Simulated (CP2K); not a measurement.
Two runs for the O K edge of ethyl formate. Run A: CP2K XAS_TDP, all-electron GAPW, PBEh(45%), aug-cc-pVDZ, TDA, no relativity. Run B differs in one setting.

First lines with a strength over 0.0015. A:

```
              atom  energy (eV)  states  strength, one atom
O3 (bonded to 2 C)       530.58       1              0.0194
                         532.61       1              0.0316
                         533.41       1              0.0027
                         534.26       1              0.0067
                         534.78       1              0.0017
  O5 (bonded to C)       527.38       1              0.0412
                         532.82       1              0.0020
                         533.08       1              0.0039
                         533.93       1              0.0029
                         534.41       1              0.0046
```

B:

```
              atom  energy (eV)  states  strength, one atom
O3 (bonded to 2 C)       535.13       1              0.0193
                         537.16       1              0.0313
                         537.96       1              0.0027
                         538.81       1              0.0066
                         539.33       1              0.0017
  O5 (bonded to C)       532.36       1              0.0408
                         537.80       1              0.0019
                         538.06       1              0.0039
                         538.91       1              0.0029
                         539.40       1              0.0046
```

**Question.** Which was it: scalar relativity switched on, GW2X switched on, the basis, the functional?

GW2X switched on. GW2X shifts an atom's lines together and keeps their spacings. Against PBEh(45%) in aug-cc-pVDZ, the leading lines move by +4.55 eV (O3, to 535.13) and +4.98 eV (O5, to 532.36).

[Banner, clock and machine lines of the logs are left out without a mark of their own.]

[Logs are printed without paths, hosts, clocks, repeated set-up lines and the standing remarks that a program may print on its own settings, such as how far it seeks lower states.]

[Hosts, paths, dates, database ids (printed as entryN), source tags and the programs' standing remarks are cut or masked in the printed files.]
